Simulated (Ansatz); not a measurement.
Rows from a G0W0 calculation on SrTiO3 (I4/mcm) (Ansatz 0.2.0; G0W0 on PBE, plane waves, PAW; PAW set soft_1; 4×4×4 mesh, 877 empty bands, screening to 220 eV, PAW set soft_1 files), in eV. Spin-orbit coupling is left out.

| row | k | band | start | Σx | Σc at the solution | Vxc |
| --- | --- | --- | --- | --- | --- | --- |
| A | Γ | v3 | 10.037 | -26.072 | 4.502 | -21.009 |
| B | Γ | v1 | 10.043 | -26.083 | 4.500 | -21.023 |
| C | Γ | c3 | 11.950 | -12.652 | -6.598 | -20.291 |
| D | Γ | c1 | 11.949 | -12.656 | -6.593 | -20.290 |

**Question.** Give the quasiparticle energies and the shift of each level.

The quasiparticle equation reads E = start + Σx + Σc(E) − Vxc.

| row | E (eV) | shift (eV) |
| --- | --- | --- |
| A | 9.478 | −0.560 |
| B | 9.485 | −0.559 |
| C | 12.991 | +1.041 |
| D | 12.989 | +1.040 |

Limits: not at the basis limit; no spin-orbit coupling.

[Runs of the session that timed out or met a known fault of the program may be left out.]

[Cells called generated may have been cut or substituted from an entry of the Crystallography Open Database or the Materials Project.]

[Hosts, paths, dates, database ids (printed as entryN), source tags and the programs' standing remarks are cut or masked in the printed files.]
